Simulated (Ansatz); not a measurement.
# A hypothetical structure for Hf2MnBi3, part 2 of 2

This structure for Hf2MnBi3 is made up. Its elements were placed in a known structure type with a cell scaled to their sizes. What cell does the guess relax to, and how far off was it?

Ansatz 0.2.0; DFT, PBE, plane-wave PAW, files of the set soft_1, scalar-relativistic, ferromagnetic start, cell and ions relaxed at zero pressure; PAW set soft_1 (the session's first sound run).

So far: Set-up; Relaxation of the guess. The relaxed cell has a = 4.095, c = 8.757 Å (conventional setting).

### Step 3. Electronic structure of the relaxed cell

With the geometry fixed, one more self-consistent run, with a narrower smearing and the mesh shown in its input, gives the bands, and its pressure, and its forces where symmetry allows any, show how far the geometry depends on these settings.

This step: DFT, PBE, plane-wave PAW, files of the set soft_1, scalar-relativistic, ferromagnetic start, bands and density of states at the relaxed cell; PAW set soft_1 (Ansatz 0.2.0).

File input.yaml:

```yaml
crystal:
  lattice:
    - [4.0951020337, 0.0, 0.0]
    - [0.0, 4.0951020337, 0.0]
    - [0.0, 0.0, 8.7572586919]
  atoms:
    - { symbol: Bi, position: [0.0, 0.0, 0.0] }
    - { symbol: Bi, position: [0.0, 0.5, 0.6276201067] }
    - { symbol: Bi, position: [0.5, 0.0, 0.3723798933] }
    - { symbol: Hf, position: [0.0, 0.5, 0.2609885113] }
    - { symbol: Hf, position: [0.5, 0.0, 0.7390114887] }
    - { symbol: Mn, position: [0.5, 0.5, 0.0], spin: 3.8 }
magnetization:
  spin_polarized: true
kpoints:
  mp_grid: { grid: [8, 8, 4] }
  band_path:
    path:
      - [[0.0, 0.0, 0.0], [0.0, 0.5, 0.0], [0.5, 0.5, 0.0], [0.0, 0.0, 0.0], [0.0, 0.0, 0.5], [0.0, 0.5, 0.5], [0.5, 0.5, 0.5], [0.0, 0.0, 0.5]]
      - [[0.0, 0.5, 0.0], [0.0, 0.5, 0.5]]
      - [[0.5, 0.5, 0.0], [0.5, 0.5, 0.5]]
    npoints: 8
scf:
  occupations: { method: fermi_dirac, width: 0.03 }
  n_extra_bands: 12
hamiltonian:
  xc: pbe
  pseudopotentials: { kind: paw, azcp: { folder: soft_1 } }
output:
  forces: true
  stress: true
  write_bands: true
  dos: { projected: true }
  write_density: true
  write_potential: true
  elf: true
  volumetric_format: npy
```

The run is started by

```
ansatz run input.yaml --threads 4 --pin off --max-ram 10240MiB --backend cpu --events-out ev --progress --plain --runs-dir out
```

Numbers of over 12 decimals in the logs are rounded to 6 here.

The program printed:

```text
Warning: the band count 68 (scf.n_extra_bands) hosts the net moment |M| = 3.8000 μB (N_el = 112) but caps the reachable moment at 2·n_bands − N_el = 24.0000 μB, below the 70 bands that the automatic rule leaves for it — a moment growing past the seed, or the majority channel's smearing tail, pins there with fewer empty majority states than that count leaves; raise or omit scf.n_extra_bands unless the cap is intended
[...]
Crystal: 6 atoms, lattice volume = 146.858 Å³
Basis set: ecut = 420 eV, 2853 PW (Γ), exchange–correlation on 60×60×120 points (8 copies of the dense FFT grid, shifted against one another)
Bands: 68, of which v1, the nominal top of the filled ones, is band 56 counted from 1 (55 counted from 0)
Symmetry: 8 space group operations
[...]
k-points: 45 of 256 (time reversal used)
[...]
Starting moments: Σ|m| = 3.8 μB on 1 of 6 sites
[...]
SCF iter   1: F=—  HF=-72541.310440 eV  |F-HF|=—  |Δ(HF+E_count)|=         —  Δρ=2.37e-2 (↑1.61e-2 ↓2.37e-2)  dr2=3.91e0  dr2_m=4.67e-2  M=3.966 μB ∫|m|=4.275 μB  β_m=0.30  ethr=3.10e-3  ⟨swp⟩=6.0  Hψ=21195  notcnv=0
[...]
SCF iter  12: F=-72540.705784 eV  HF=-72540.705784 eV  |F-HF|=4.53e-8  |Δ(HF+E_count)|=   2.12e-8  Δρ=3.20e-6 (↑1.94e-6 ↓3.20e-6)  dr2=4.99e-8  dr2_m=3.07e-9  M=3.655 μB ∫|m|=4.468 μB  ethr=8.93e-11  ⟨swp⟩=11.2  Hψ=43032  notcnv=0
SCF 1 converged in 12 iterations: F = -72540.705784 eV  dr2 = 4.99e-8
[...]
NSCF: frozen V_eff on 75 k-points
SCF converged after 12 iterations
Magnetization: 3.6554 μB (57.8277 up, 54.1723 down)
Absolute magnetization: 4.4787 μB (∫|ρ↑−ρ↓|, with the PAW one-centre terms)
[...]
Per-site moments (μB) at R_I (Å): [(0.00525837, 1.194466), (0.040713, 1.260422), (0.040713, 1.260422), (-0.117410, 1.260422), (-0.117410, 1.260422), (3.740735, 1.194466)]
Free energy (F): -72540.705784 eV
[...]
Internal energy: -72540.691901 eV  (E = F + TS)
E sigma→0 (E₀):  -72540.698842 eV
Entropy (-TS):   -0.013883 eV (-2.314 meV/atom)
Fermi energy:    14.487269 eV
[...]
--- Forces (eV/Å), atoms counted from 1 ---
  atom   1  Bi     0.00000000     0.00000000    -0.00000000
  atom   2  Bi     0.00000000     0.00000000     0.03411898
  atom   3  Bi     0.00000000     0.00000000    -0.03411898
  atom   4  Hf    -0.00000000     0.00000000     0.02286095
  atom   5  Hf    -0.00000000     0.00000000    -0.02286095
  atom   6  Mn     0.00000000    -0.00000000    -0.00000000
  max |Σ_I F_I| component: 1.89e-16 eV/Å
--- Stress (GPa, compression-positive) ---
       -0.110008       0.000000       0.000000
        0.000000      -0.110008       0.000000
        0.000000       0.000000       0.015825
  P = ⅓ Tr σ = -0.0681 GPa (-0.681 kbar)
--- Band table (eV; the first three rows and the last of 90) ---
  k-point 0 ↑: bands = [... 52 lower, 12.9173, 13.2955, 13.2955, 13.3872, 13.6127, 15.2640, 15.2640, 15.7211, ... 8 higher]
  k-point 1 ↑: bands = [... 52 lower, 12.9169, 13.2621, 13.2621, 13.4008, 13.5583, 14.9180, 15.3144, 15.3144, ... 8 higher]
  k-point 2 ↑: bands = [... 52 lower, 12.9582, 13.2281, 13.2281, 13.3654, 13.8180, 14.0103, 15.3648, 15.3648, ... 8 higher]
  k-point 44 ↓: bands = [... 52 lower, 13.1396, 13.1686, 14.3884, 14.5643, 14.5643, 15.6229, 15.8101, 15.9375, ... 8 higher]
```

It took 58 s on 4 threads of Arm Neoverse V2, shared host; peak memory 1 GiB; 3.8 min of CPU time.

Numbers from this step:

```yaml
free_energy: -72540.7058 eV
energy_at_zero_smearing: -72540.6988 eV
smearing_term_ts: 0.01388 eV
magnetization: 3.655 μB
absolute_magnetization: 4.479 μB
site_moments: 0.005258, 0.04071, 0.04071, -0.1174, -0.1174, 3.741 μB
pressure: -0.06806 GPa
```

bands.tsv at the labelled points (eV, zero at the Fermi level; the bands that come nearest the Fermi level along the path):

```tsv
point	band_56_up	band_57_up	band_58_up	band_59_up	band_53_dn	band_54_dn	band_55_dn	band_56_dn
Γ	-0.87	0.78	0.78	1.23	0.00	0.00	0.58	0.89
X	-0.61	0.65	0.86	1.45	0.20	0.33	0.91	0.99
M	-1.54	-1.54	-1.39	0.20	-1.39	-0.09	0.73	0.73
Γ	-0.87	0.78	0.78	1.23	0.00	0.00	0.58	0.89
Z	-0.67	-0.48	0.88	0.88	0.10	0.10	0.52	0.59
R	-0.05	0.58	0.83	1.72	-0.39	0.02	0.85	1.23
A	-1.40	-1.05	-1.05	0.12	-1.32	-0.10	0.08	0.08
Z	-0.67	-0.48	0.88	0.88	0.10	0.10	0.52	0.59
X	-0.61	0.65	0.86	1.45	0.20	0.33	0.91	0.99
R	-0.05	0.58	0.83	1.72	-0.39	0.02	0.85	1.23
M	-1.54	-1.54	-1.39	0.20	-1.39	-0.09	0.73	0.73
A	-1.40	-1.05	-1.05	0.12	-1.32	-0.10	0.08	0.08
```

Site moment by atom:

```
atom  site moment (μB)
 Bi1              0.01
 Bi2              0.04
 Bi3              0.04
 Hf4             -0.12
 Hf5             -0.12
 Mn6              3.74
```

Spin density in the ac plane at fractional y = 0.500, with atoms of Bi and Hf and Mn within 0.2 Å of it.

Values in e/Å³, 24 rows by 14 columns, each cell a mean:
```
 0.0  0.0  0.0  0.1  0.3  0.9  3.1  4.1  2.1  0.7  0.2  0.1  0.0  0.0
 0.0  0.0  0.0  0.0  0.1  0.3  0.7  0.9  0.5  0.2  0.1  0.0  0.0  0.0
 0.0  0.0  0.0  0.0  0.0  0.1  0.1  0.1  0.1  0.1  0.0  0.0  0.0  0.0
 0.0  0.0  0.0  0.0  0.0  0.0  0.0  0.0  0.0  0.0  0.0  0.0  0.0  0.0
 0.0  0.0  0.0  0.0  0.0  0.0  0.0  0.0  0.0  0.0  0.0  0.0  0.0  0.0
 0.0  0.0  0.0  0.0  0.0  0.0  0.0  0.0  0.0  0.0  0.0  0.0  0.0  0.0
 0.0  0.0  0.0  0.0  0.0  0.0  0.0  0.0  0.0  0.0  0.0  0.0  0.0  0.0
 0.0  0.0  0.0  0.0  0.0  0.0  0.0  0.0  0.0  0.0  0.0  0.0  0.0  0.0
 0.0  0.0  0.0  0.0  0.0  0.0  0.0  0.0  0.0  0.0  0.0  0.0  0.0  0.0
 0.0  0.0  0.0  0.0  0.0  0.0  0.0  0.0  0.0  0.0  0.0  0.0  0.0  0.0
 0.0  0.0  0.0  0.0  0.0  0.0  0.0  0.0  0.0  0.0  0.0  0.0  0.0  0.0
 0.0  0.0  0.0  0.0  0.0  0.0  0.0  0.0  0.0  0.0  0.0  0.0  0.0  0.0
 0.0  0.0  0.0  0.0  0.0  0.0  0.0  0.0  0.0  0.0  0.0  0.0  0.0  0.0
 0.0  0.0  0.0  0.0  0.0  0.0  0.0  0.0  0.0  0.0  0.0  0.0  0.0  0.0
 0.0  0.0  0.0  0.0  0.0  0.0  0.0  0.0  0.0  0.0  0.0  0.0  0.0  0.0
 0.0  0.0  0.0  0.0  0.0  0.0  0.0  0.0  0.0  0.0  0.0  0.0  0.0  0.0
 0.0  0.0  0.0  0.0  0.0  0.0  0.0  0.0  0.0  0.0  0.0  0.0 -0.1  0.0
 0.0  0.0  0.0  0.0  0.0  0.0  0.0  0.0  0.0  0.0  0.0  0.0  0.0  0.0
 0.0  0.0  0.0  0.0  0.0  0.0  0.0  0.0  0.0  0.0  0.0  0.0  0.0  0.0
 0.0  0.0  0.0  0.0  0.0  0.0  0.0  0.0  0.0  0.0  0.0  0.0  0.0  0.0
 0.0  0.0  0.0  0.0  0.0  0.0  0.0  0.1  0.0  0.0  0.0  0.0  0.0  0.0
 0.0  0.0  0.0  0.0  0.1  0.1  0.3  0.4  0.3  0.1  0.0  0.0  0.0  0.0
 0.0  0.0  0.0  0.0  0.2  0.6  1.7  2.2  1.2  0.4  0.1  0.0  0.0  0.0
 0.0  0.0  0.0  0.1  0.4  1.3  4.6  6.3  3.1  0.9  0.2  0.1  0.0  0.0
```
Columns run along a (4.1 Å), rows up along c (8.8 Å). Atoms in or near the plane, at fractional coordinates: Bi at (0.00, 0.63), Hf at (0.00, 0.26), Mn at (0.50, 0.00).

Electrostatic potential energy in the ac plane at fractional y = 0.500, with atoms of Bi and Hf and Mn within 0.2 Å of it. With pseudopotentials it is smooth inside the atoms' cores, unlike the true potential.

Ten even steps from '0' (-44 eV) to '9' (18 eV), each cell a mean:
```
99996200037999
99998632468999
99999988899999
99999999999999
99999999999999
88999999999988
34689999999854
01369999998521
00258999997410
00268999998510
23579999998742
67899999999987
99999999999999
99999999999999
77899999999987
45689999998754
44468999998644
64468999997535
44468999998644
45689999998865
78899999999988
99998765689999
99997300148999
99985100027999
```
Columns run along a (4.1 Å; values clipped at the 3rd and 97th percentile), rows up along c (8.8 Å). Atoms in or near the plane, at fractional coordinates: Bi at (0.00, 0.63), Hf at (0.00, 0.26), Mn at (0.50, 0.00).

ELF in the ac plane at fractional y = 0.500, with atoms of Bi and Hf and Mn within 0.2 Å of it. It is the smooth field of the valence electrons, not physical close to the nuclei.

Ten even steps from '0' (0.05) to '9' (0.85), each cell a mean:
```
11112478641111
00001244320100
00011111111100
00112333322110
22233444443322
44444444444444
34445543455444
11345533454421
10244422344410
01344311234421
23443200124443
44442100013444
65531000002456
33221100011233
22111111111112
76311122210146
99730133211489
99830134211599
99631244311489
65312344431246
11123322233211
12332222223321
22322366531232
22212589741122
```
Columns run along a (4.1 Å), rows up along c (8.8 Å). Atoms in or near the plane, at fractional coordinates: Bi at (0.00, 0.63), Hf at (0.00, 0.26), Mn at (0.50, 0.00).

### Step 4. Summary of results

* space group, relaxed: P-4m2
* conventional cell: a = 4.095, b = 4.095, c = 8.757 Å; α = 90.0°, β = 90.0°, γ = 90.0°
* volume per atom: 24.48 Å³ (guess 22.95)
* total moment: 3.74 μB in the cell of 6 atoms

What this shows: Hf2MnBi3 relaxes to P-4m2 with a = 4.095, b = 4.095 and c = 8.757 Å. The guessed volume was 6 % too small. The space group P-4m2 was held in the relaxation, so the end point is a stationary structure within it and may be a saddle against distortions or other arrangements. The input starts from parallel moments, and no other start was typed. Bands cross the Fermi level, so it is a metal or semimetal at this level. On the 8×8×4 mesh with the narrower smearing (relaxed on 7×7×3) the largest force component is 0.034 eV/Å and the largest stress component is 0.110 GPa, against the relaxation's thresholds of 0.015 eV/Å and 0.05 GPa. The cutoff wasn't tested. Spin-orbit coupling is left out, which can matter for elements this heavy. No dispersion term is used, so weakly bound directions may come out too long. Nothing here tests whether the compound is stable against decomposition.

[Logs are printed without paths, hosts, clocks, repeated set-up lines and the standing remarks that a program may print on its own settings, such as how far it seeks lower states.]

[Hosts, paths, dates, database ids (printed as entryN), source tags and the programs' standing remarks are cut or masked in the printed files.]
